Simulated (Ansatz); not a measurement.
# K on Ag(111): change of the work function, part 2 of 2

How does one ordered layer of K (fcc site) change the work function of Ag(111), and what dipole does each adsorbate carry?

Ansatz 0.2.0; plane-wave DFT, PBE, Ansatz PAW.

So far, work function, upper face (eV): step 2 (the clean slab) 4.47.

### Step 3. The covered slab

System of this step: KAg16 (K/Ag(111)). The cell holds 17 atoms: 16 Ag and 1 K. Its edges and angles: a = 5.784 Å, b = 5.784 Å, c = 28.333 Å, α = 90.0°, β = 90.0°, γ = 60.0°. Vacuum lies along c.

The clean slab as it ended is repeated in the plane and the adsorbate is set on one face; the cell's size fixes the coverage, and the k-mesh shrinks with it to keep the sampling density about even. Adsorbate and upper layers relax, since the dipole depends on the height.

Input file input.yaml:

```yaml
crystal:
  lattice:
    - [5.7841334702, 1.0e-10, 0.0]
    - [2.892066735, 5.0092065241, 0.0]
    - [0.0, 0.0, 28.3329768616]
  atoms:
    - { symbol: Ag, position: [0.0, 0.0, 0.3176510553] }
    - { symbol: Ag, position: [0.1666666667, 0.1666666667, 0.4009943133] }
    - { symbol: Ag, position: [0.3333333333, 0.3333333333, 0.4853017422] }
    - { symbol: Ag, position: [0.0, 0.0, 0.570403927] }
    - { symbol: Ag, position: [0.0, 0.5, 0.3176510553] }
    - { symbol: Ag, position: [0.1666666667, 0.6666666667, 0.4009943133] }
    - { symbol: Ag, position: [0.3333333333, 0.8333333333, 0.4853017422] }
    - { symbol: Ag, position: [0.0, 0.5, 0.570403927] }
    - { symbol: Ag, position: [0.5, 0.0, 0.3176510553] }
    - { symbol: Ag, position: [0.6666666667, 0.1666666667, 0.4009943133] }
    - { symbol: Ag, position: [0.8333333333, 0.3333333333, 0.4853017422] }
    - { symbol: Ag, position: [0.5, 0.0, 0.570403927] }
    - { symbol: Ag, position: [0.5, 0.5, 0.3176510553] }
    - { symbol: Ag, position: [0.6666666667, 0.6666666667, 0.4009943133] }
    - { symbol: Ag, position: [0.8333333333, 0.8333333333, 0.4853017422] }
    - { symbol: Ag, position: [0.5, 0.5, 0.570403927] }
    - { symbol: K, position: [0.1666666667, 0.1666666667, 0.6823489447] }
kpoints:
  mp_grid: { grid: [6, 6, 1] }
hamiltonian:
  xc: pbe
scf:
  occupations: { method: fermi_dirac, width: 0.1 }
  convergence: { dr2_threshold: 1.0e-08 }
efield:
  axis: 3
  dipole_correction: true
  ramp_position: 0.97
  ramp_width: 0.06
relax:
  f_tol: 0.02
  max_steps: 60
  constraints: [{ sites: [0, 1, 4, 5, 8, 9, 12, 13] }]
output:
  dos: { projected: true, e_range: [-8, 4] }
  write_potential: true
  write_density: true
  volumetric_format: npy
  elf: true
```

The run is started by

```sh
$ ansatz run input.yaml --threads 4 --pin off --max-ram 6144MiB --backend cpu --events-out ev --progress --plain --runs-dir out
```

The log of the run:

```text
[...]
Crystal: 17 atoms, lattice volume = 820.917 Å³
Basis set: ecut = 420 eV, 16103 PW (Γ), exchange–correlation on 80×80×384 points (8 copies of the dense FFT grid, shifted against one another)
Bands: 188, of which v1, the nominal top of the filled ones, is band 157 counted from 1 (156 counted from 0)
Symmetry: 6 space group operations
[...]
k-points: 7 of 36 (time reversal used)
[...]
SCF iter   1: F=—  HF=-122984.561698 eV  |F-HF|=—  |Δ(HF+E_count)|=         —  Δρ=1.68e-3  dr2=6.32e-1  ethr=1.77e-3  p=0.329 e·Å  D=7.26e-2 V/Å  ΔV_dip=-2.06 eV  dr2_dipole=1.57e-1  V_vac-E_F(+/−)=2.29/4.35 eV  ⟨swp⟩=6.3  Hψ=5184  notcnv=0  defer=76
[...]
SCF iter  11: F=-122984.539061 eV  HF=-122984.539061 eV  |F-HF|=5.09e-10  |Δ(HF+E_count)|=   1.87e-8  Δρ=4.57e-7  dr2=4.44e-9  ethr=3.19e-12  p=0.377 e·Å  D=8.32e-2 V/Å  ΔV_dip=-2.36 eV  dr2_dipole=1.08e-10  V_vac-E_F(+/−)=2.06/4.41 eV  ⟨swp⟩=15.3  Hψ=9082  notcnv=0
SCF 1 converged in 11 iterations: F = -122984.539061 eV  dr2 = 4.44e-9
[...]
relax step   1: F+E_penalty+E_count = -122984.53906113 eV  Δ(F+E_penalty+E_count) = +0.000e0 eV  max|allowed force component| = 3.126e-1 eV/Å  Δτ_max = 0.0000 Å  (11 SCF iters, accepted)
[...]
SCF iter   9: F=-122984.563153 eV  HF=-122984.563153 eV  |F-HF|=9.60e-10  |Δ(HF+E_count)|=   2.44e-9  Δρ=5.47e-7  dr2=3.02e-9  ethr=3.19e-12  p=0.384 e·Å  D=8.47e-2 V/Å  ΔV_dip=-2.40 eV  dr2_dipole=2.34e-10  V_vac-E_F(+/−)=2.02/4.42 eV  ⟨swp⟩=8.0  Hψ=7652  notcnv=0
SCF 2 converged in 9 iterations: F = -122984.563153 eV  dr2 = 3.02e-9
relax step   2: F+E_penalty+E_count = -122984.56315317 eV  Δ(F+E_penalty+E_count) = -2.409e-2 eV  max|allowed force component| = 2.781e-1 eV/Å  Δτ_max = 0.0757 Å  (9 SCF iters, accepted)
SCF iter   1: F=—  HF=-122984.599687 eV  |F-HF|=—  |Δ(HF+E_count)|=         —  Δρ=8.64e-4  dr2=1.70e-2  ethr=8.16e-5  p=0.384 e·Å  D=8.47e-2 V/Å  ΔV_dip=-2.40 eV  dr2_dipole=1.71e-3  V_vac-E_F(+/−)=2.02/4.42 eV  ⟨swp⟩=6.0  Hψ=3091  notcnv=0  defer=102
[...]
SCF iter   9: F=-122984.597412 eV  HF=-122984.597412 eV  |F-HF|=3.67e-9  |Δ(HF+E_count)|=   2.87e-8  Δρ=5.85e-7  dr2=6.77e-9  ethr=3.19e-12  p=0.405 e·Å  D=8.92e-2 V/Å  ΔV_dip=-2.53 eV  dr2_dipole=4.16e-10  V_vac-E_F(+/−)=1.90/4.42 eV  ⟨swp⟩=13.9  Hψ=8557  notcnv=0
SCF 3 converged in 9 iterations: F = -122984.597412 eV  dr2 = 6.77e-9
[...]
relax step   3: F+E_penalty+E_count = -122984.59741176 eV  Δ(F+E_penalty+E_count) = -3.426e-2 eV  max|allowed force component| = 7.296e-2 eV/Å  Δτ_max = 0.1949 Å  (9 SCF iters, accepted)
[...]
relax step   4: F+E_penalty+E_count = -122984.59931363 eV  Δ(F+E_penalty+E_count) = -1.902e-3 eV  max|allowed force component| = 2.145e-2 eV/Å  Δτ_max = 0.0706 Å  (9 SCF iters, accepted)
SCF iter   1: F=—  HF=-122984.599505 eV  |F-HF|=—  |Δ(HF+E_count)|=         —  Δρ=2.79e-4  dr2=8.75e-4  ethr=2.80e-6  p=0.408 e·Å  D=9.00e-2 V/Å  ΔV_dip=-2.55 eV  dr2_dipole=4.41e-5  V_vac-E_F(+/−)=1.87/4.42 eV  ⟨swp⟩=3.0  Hψ=2495  notcnv=0  defer=107
[...]
SCF iter   8: F=-122984.599854 eV  HF=-122984.599854 eV  |F-HF|=2.88e-9  |Δ(HF+E_count)|=   2.23e-8  Δρ=7.80e-7  dr2=7.81e-9  ethr=3.19e-12  p=0.407 e·Å  D=8.98e-2 V/Å  ΔV_dip=-2.54 eV  dr2_dipole=1.78e-9  V_vac-E_F(+/−)=1.88/4.42 eV  ⟨swp⟩=11.0  Hψ=9064  notcnv=0
SCF 5 converged in 8 iterations: F = -122984.599854 eV  dr2 = 7.81e-9
[...]
relax step   5: F+E_penalty+E_count = -122984.59985405 eV  Δ(F+E_penalty+E_count) = -5.404e-4 eV  max|allowed force component| = 1.540e-3 eV/Å  Δτ_max = 0.0248 Å  (8 SCF iters, accepted)
NSCF: frozen V_eff on 7 k-points
[...]
WARN: The output density's exchange-correlation potential varies sharply where the density is thin. Do not read a vacuum level from v_tot or v_xc, or from such a field of the output density. On a cell that repeats whose density bears no net charge and no dipole along the vacuum's axis use v_es (v_loc + v_h of the components); under efield.dipole_correction with no amplitude use v_es + v_field, which holds any externa [...]
SCF converged after 8 iterations
Free energy (F): -122984.599854 eV
[...]
Internal energy: -122984.383785 eV  (E = F + TS)
E sigma→0 (E₀):  -122984.491820 eV
Entropy (-TS):   -0.216069 eV (-12.710 meV/atom)
Fermi energy:    4.141776 eV
Dipole field:    D = 0.089794 V/Å  (p = 0.407365 e·Å, saw-weighted, corrected)
Work function:   Φ+ = 1.8775 eV   Φ− = 4.4217 eV
[...]
--- Forces (eV/Å), atoms counted from 1 ---
  atom   1  Ag     0.00048916     0.00028242    -0.13611418
  atom   2  Ag     0.00000000     0.00000000     0.16635419
  atom   3  Ag     0.00054576     0.00031510     0.00000317
  atom   4  Ag    -0.00046544    -0.00026872     0.00037752
  atom   5  Ag     0.00000000    -0.00056484    -0.13611418
  atom   6  Ag     0.01978260    -0.01142149     0.12823874
  atom   7  Ag     0.00000000    -0.00063019     0.00000317
  atom   8  Ag    -0.00000000     0.00053744     0.00037752
  atom   9  Ag    -0.00048916     0.00028242    -0.13611418
  atom  10  Ag    -0.00000000     0.02284297     0.12823874
  atom  11  Ag    -0.00054576     0.00031510     0.00000317
  atom  12  Ag     0.00046544    -0.00026872     0.00037752
  atom  13  Ag     0.00000000    -0.00000000    -0.14150681
  atom  14  Ag    -0.01978260    -0.01142149     0.12823874
  atom  15  Ag     0.00000000     0.00000000    -0.00098687
  atom  16  Ag    -0.00000000     0.00000000    -0.00154033
  atom  17  K      0.00000000     0.00000000     0.00018730
  max |Σ_I F_I| component: 2.32e-5 eV/Å
--- Band table (eV; the first three rows and the last of 7) ---
  k-point 0: bands = [... 153 lower, 4.1973, 4.1995, 4.1995, 4.4571, 4.9232, 4.9471, 4.9471, 5.4155, ... 27 higher]
  k-point 1: bands = [... 153 lower, 3.4666, 4.0017, 4.0050, 4.0769, 4.6270, 4.6479, 4.7235, 4.8073, ... 27 higher]
  k-point 2: bands = [... 153 lower, 3.4969, 3.5681, 3.8280, 3.8307, 4.4887, 4.4998, 4.6850, 5.4918, ... 27 higher]
  k-point 6: bands = [... 153 lower, 1.5974, 3.0320, 3.0359, 3.0400, 4.9970, 5.0285, 5.0312, 5.9598, ... 27 higher]
--- Relaxed structure (5 steps of the walk, 5 accepted, 0 SCFs on fresh bases) ---
  F+E_penalty+E_count = -122984.59985405 eV   max|allowed force component| = 1.540e-3 eV/Å
  atoms:
    - { symbol: Ag, position: [-1.795949e-17, -1.795949e-17, 0.3176510553] }
    - { symbol: Ag, position: [0.166667, 0.166667, 0.400994] }
    - { symbol: Ag, position: [0.334016, 0.334016, 0.485641] }
    - { symbol: Ag, position: [-0.00111659, -0.00111659, 0.569971] }
    - { symbol: Ag, position: [0.0, 0.5, 0.3176510553] }
    - { symbol: Ag, position: [0.166667, 0.666667, 0.400994] }
    - { symbol: Ag, position: [0.334016, 0.831967, 0.485641] }
    - { symbol: Ag, position: [-0.00111659, 0.502233, 0.569971] }
    - { symbol: Ag, position: [0.5, -1.795949e-17, 0.3176510553] }
    - { symbol: Ag, position: [0.666667, 0.166667, 0.400994] }
    - { symbol: Ag, position: [0.831967, 0.334016, 0.485641] }
    - { symbol: Ag, position: [0.502233, -0.00111659, 0.569971] }
    - { symbol: Ag, position: [0.500000, 0.500000, 0.3176510553] }
    - { symbol: Ag, position: [0.666667, 0.666667, 0.400994] }
    - { symbol: Ag, position: [0.833333, 0.833333, 0.484629] }
    - { symbol: Ag, position: [0.500000, 0.500000, 0.574560] }
    - { symbol: K, position: [0.166667, 0.166667, 0.671823] }
```

The job ended after 2.3 min (4 threads of Arm Neoverse V2, shared host; peak memory 3.5 GiB; 9.2 min of CPU time).

Step by step:

| step | energy less that of the first step (eV) | largest force component (eV/Å) |
| --- | --- | --- |
| 1 | 0.0000 | 0.3126 |
| 2 | -0.0241 | 0.2781 |
| 3 | -0.0584 | 0.0730 |
| 4 | -0.0603 | 0.0215 |
| 5 | -0.0608 | 0.0015 |

Forces are held to the 6 operations that the program found; a distortion that breaks them can't arise in this run.

The atoms that moved most (Å):

| atom | dx | dy | dz | length |
| --- | --- | --- | --- | --- |
| K17 | 0.000 | 0.000 | -0.298 | 0.298 |
| Ag16 | 0.000 | 0.000 | 0.118 | 0.118 |
| Ag15 | 0.000 | 0.000 | -0.019 | 0.019 |
| Ag4 | -0.010 | -0.006 | -0.012 | 0.017 |
| Ag12 | 0.010 | -0.006 | -0.012 | 0.017 |
| Ag8 | 0.000 | 0.011 | -0.012 | 0.017 |
| Ag11 | -0.006 | 0.003 | 0.010 | 0.012 |
| Ag3 | 0.006 | 0.003 | 0.010 | 0.012 |

The relaxed structure:

```xyz
17
Lattice="5.7841 0.0000 0.0000 2.8921 5.0092 0.0000 0.0000 0.0000 28.3330" Properties=species:S:1:pos:R:3
Ag    0.0000    0.0000    9.0000
Ag    1.4460    0.8349   11.3614
Ag    2.8980    1.6732   13.7597
Ag   -0.0097   -0.0056   16.1490
Ag    1.4460    2.5046    9.0000
Ag    2.8921    3.3395   11.3614
Ag    4.3381    4.1675   13.7597
Ag    1.4460    2.5158   16.1490
Ag    2.8921    0.0000    9.0000
Ag    4.3381    0.8349   11.3614
Ag    5.7782    1.6732   13.7597
Ag    2.9018   -0.0056   16.1490
Ag    4.3381    2.5046    9.0000
Ag    5.7841    3.3395   11.3614
Ag    7.2302    4.1743   13.7310
Ag    4.3381    2.5046   16.2790
K     1.4460    0.8349   19.0347
```

Read from the output:

- energy at zero smearing: -122984.4918 eV
- work function, upper face: 1.878 eV
- work function, lower face: 4.422 eV
- dipole along the normal: 0.4074 e·Å
- step between the vacuum levels: -2.544 eV

Running mean over 2.361 Å of the planar mean; the ramp of the sawtooth is left out. Table of electron's electrostatic potential energy less the Fermi level by z:

z (Å), electron's electrostatic potential energy less the Fermi level (eV) and a bar from the least value:
```
        4       4.42 ##############################
        5       4.41 ##############################
        6       4.35 ##############################
        7       3.44 ###########################
        8      -2.29 ###########
        9      -5.89 #
       10      -6.06 
       11      -6.08 
       12      -5.93 
       13      -5.88 #
       14      -5.96 
       15      -5.60 #
       16      -5.91 
       17      -3.92 ######
       18       0.14 ##################
       19      -0.38 ################
       20      -0.12 #################
       21       1.29 #####################
       22       1.70 ######################
       23       1.82 #######################
       24       1.86 #######################
       25       1.87 #######################
```

The density of states has structure finer than the step of the table below, so its rows give means over 0.25 eV. Peaks (eV: height): -5.290: 76.2, -5.080: 78.6, -4.720: 75.3, -4.600: 90.7, -3.430: 73.2, -3.100: 89.8, -2.980: 90.6.

The density of states by energy, zero at the Fermi level; means over each step:

| energy (eV) | density of states (states/eV a cell) |
| --- | --- |
| -7.50 | 0 |
| -7.25 | 0.858 |
| -7.00 | 1.13 |
| -6.75 | 1.32 |
| -6.50 | 2.08 |
| -6.25 | 6.81 |
| -6.00 | 31.9 |
| -5.75 | 54.7 |
| -5.50 | 41.1 |
| -5.25 | 39.0 |
| -5.00 | 42.1 |
| -4.75 | 54.1 |
| -4.50 | 70.2 |
| -4.25 | 46.3 |
| -4.00 | 52.2 |
| -3.75 | 50.8 |
| -3.50 | 58.7 |
| -3.25 | 47.5 |
| -3.00 | 57.6 |
| -2.75 | 6.62 |
| -2.50 | 4.25 |
| -2.25 | 2.45 |
| -2.00 | 4.98 |
| -1.75 | 4.07 |
| -1.50 | 2.86 |
| -1.25 | 4.25 |
| -1.00 | 5.52 |
| -0.75 | 5.09 |
| -0.50 | 4.03 |
| -0.25 | 3.28 |
| 0.00 | 6.62 |
| 0.25 | 7.06 |
| 0.50 | 7.07 |
| 0.75 | 5.84 |
| 1.00 | 6.33 |
| 1.25 | 2.89 |
| 1.50 | 8.25 |
| 1.75 | 8.55 |

Projected DOS per atom over height of the atomic layer and energy from the Fermi level. Layers: Ag4 Ag4 Ag4 Ag4 K from below.

Values in states/eV, 22 rows by 5 columns, each cell a mean:
```
0.21 0.19 0.21 0.18 0.32
0.09 0.15 0.14 0.09 0.20
0.15 0.18 0.17 0.14 0.99
0.32 0.21 0.21 0.33 0.65
0.24 0.23 0.24 0.21 0.55
0.18 0.21 0.21 0.17 0.30
0.33 0.21 0.22 0.33 0.28
0.20 0.18 0.17 0.20 0.21
0.26 0.28 0.31 0.26 0.10
0.18 0.14 0.14 0.19 0.03
1.16 1.36 1.34 0.80 0.06
3.61 3.61 3.56 3.07 0.04
3.98 2.62 3.05 4.07 0.04
3.79 2.28 2.51 4.09 0.04
3.75 3.93 3.67 3.91 0.02
2.10 2.20 2.43 2.43 0.01
2.74 2.93 2.89 2.98 0.01
1.43 3.33 2.88 1.33 0.01
0.12 0.32 0.27 0.12 0.00
0.04 0.13 0.11 0.03 0.00
0.02 0.06 0.05 0.01 0.00
0.00 0.00 0.00 0.00 0.00
```
Columns: height of the atomic layer (Å) from 9 to 19.0 (not evenly spaced); rows upwards: energy from the Fermi level (eV) from -7.96 to 1.95.

ELF in the ca plane at fractional y = 0.167, with atoms of Ag and K within 0.2 Å of it. It is the smooth field of the valence electrons, not physical close to the nuclei.

Ten even steps from '0' (0.00) to '9' (0.87), each cell a mean:
```
21111111123432112343221002331000122211000000
21111211123432112343222100000000122211000000
21123432112222112222222110000011222110000000
21246753222221111122222211111122222110000000
21368974222221111222222211111222221110000000
21257863222211111222222211111222222110000000
21235542112221111222222210000112222110000000
21122221122332112333222100000001222110000000
21111111123432112343221001110000122211000000
21122221122332112332221025763100012211000000
21235542112221111222220279997300012221000000
21257863222211111222210599899610012221000000
21368974222211111222210598799610012221000000
21246753222211111222210399999510012221000000
21123432112222112222220158986200012221000000
```
Columns run along c (16.0 Å, from fractional 0.34 to 0.91 of the cell), rows up along a (5.8 Å). Atoms in or near the plane, at fractional coordinates: Ag at (0.40, 0.17), Ag at (0.40, 0.67), K at (0.67, 0.17).

Electrostatic potential energy in the ca plane at fractional y = 0.167, with atoms of Ag and K within 0.2 Å of it. With pseudopotentials it is smooth inside the atoms' cores, unlike the true potential.

Ten even steps from '0' (-32 eV) to '9' (7 eV), each cell a mean:
```
79998899986457998546899998888999999999999999
79998899986457998546899999999999999999999999
89875468998778998778999999999999999999999999
99730026899899999999999999999999999999999999
99610004899999999999999999999999999999999999
99620015899999999999999999999999999999999999
99852247998889999888999999999999999999999999
89987789987568998657899999999999999999999999
79999999986457897546899999899999999999999999
89987789987568998667899987778999999999999999
99852247998889999888999863137899999999999999
99620015899999999999999720004889999999999999
99610004899999999999999720003789999999999999
99730026899999999999999840015899999999999999
89875468998778998778999875568899999999999999
```
Columns run along c (16.0 Å, from fractional 0.34 to 0.91 of the cell; values clipped at the 3rd and 97th percentile), rows up along a (5.8 Å). Atoms in or near the plane, at fractional coordinates: Ag at (0.40, 0.17), Ag at (0.40, 0.67), K at (0.67, 0.17).

Valence density in the ca plane at fractional y = 0.167, with atoms of Ag and K within 0.2 Å of it. It is the smooth field of the valence electrons, not physical close to the nuclei.

Values in e/Å³, 8 rows by 16 columns, each cell a mean:
```
 0  0  0  0  1  0  1  0  0  0  0  0  0  0  0  0
 0  2  2  0  0  0  0  0  0  0  0  0  0  0  0  0
 0 10  6  0  0  0  0  0  0  0  0  0  0  0  0  0
 0  3  2  0  0  0  0  0  0  0  0  0  0  0  0  0
 0  0  0  0  1  0  1  0  0  0  0  0  0  0  0  0
 0  2  2  0  0  0  0  0  0  1  0  0  0  0  0  0
 0 10  6  0  0  0  0  0  1  4  1  0  0  0  0  0
 0  3  2  0  0  0  0  0  0  2  0  0  0  0  0  0
```
Columns run along c (16.0 Å, from fractional 0.34 to 0.91 of the cell), rows up along a (5.8 Å). Atoms in or near the plane, at fractional coordinates: Ag at (0.40, 0.17), Ag at (0.40, 0.67), K at (0.67, 0.17).

The relaxation took 5 steps and lowered the energy by 0.061 eV; the largest force on the free atoms ends at 0.0015 eV/Å.

By hand: a sheet of dipoles makes a step −p/(ε₀A) in the electron's potential. With e/ε₀ = 180.95 V·Å, p = 0.4074 e·Å and A = 28.97 Å², that is −180.95 × (0.4074) / 28.97 = -2.544 eV, and the two vacuum levels of the run differ by -2.544 eV.

The covered face has 1.88 eV, -2.59 eV against the clean one; the bare back face has moved by -0.03 eV, a measure of how thin the slab is.

### Step 4. Work function against coverage

This step: plane-wave DFT, PBE, Ansatz PAW; work function against coverage (Ansatz 0.2.0).

The runs are now put side by side.

This step gave:

```yaml
work_function_of_the_clean_face: 4.469 eV
largest_change_of_the_work_function: -2.592 eV
```

Work function of the covered face against coverage:

| coverage (adsorbates/nm²) | work function of the covered face (eV) |
| --- | --- |
| 0.00 | 4.47 |
| 3.45 | 1.88 |

The dipole per adsorbate comes from the change of the cell's dipole. Coverage, by row:

| coverage (1/nm²) | coverage (ML) | work function (eV) | change (eV) | dipole per adsorbate, positive end outwards (debye) | mean height of the added atoms over the highest substrate atom (Å) |
| --- | --- | --- | --- | --- | --- |
| 3.451 | 0.25 | 1.878 | -2.592 | 1.972 | 2.756 |

### Step 5. Results

```
work function of the clean face                        : 4.47 eV
work function at 0.25 ML                               : 1.88 eV
dipole per adsorbate at 0.25 ML, positive end outwards : 1.97 D
```

In words: K lowers the work function of Ag(111) at the lowest coverage, by 2.59 eV: the adsorbate layer has its positive end outwards. One coverage alone was completed, so no trend follows. The slab has 4 layers, at the tabulated experimental lattice constant, one starting site was run, and quantum-size effects of a slab this thin can reach one or two tenths of an eV.

[Long decimals in the printed logs are rounded to 6 places.]

[Logs are printed without paths, hosts, clocks, repeated set-up lines and the standing remarks that a program may print on its own settings, such as how far it seeks lower states.]

[Hosts, paths, dates, database ids (printed as entryN), source tags and the programs' standing remarks are cut or masked in the printed files.]

[Maps of the electrostatic potential energy from Ansatz leave out the sawtooth potential of an applied field or a dipole correction, so their vacuum need not be flat; planar profiles and work functions include it.]
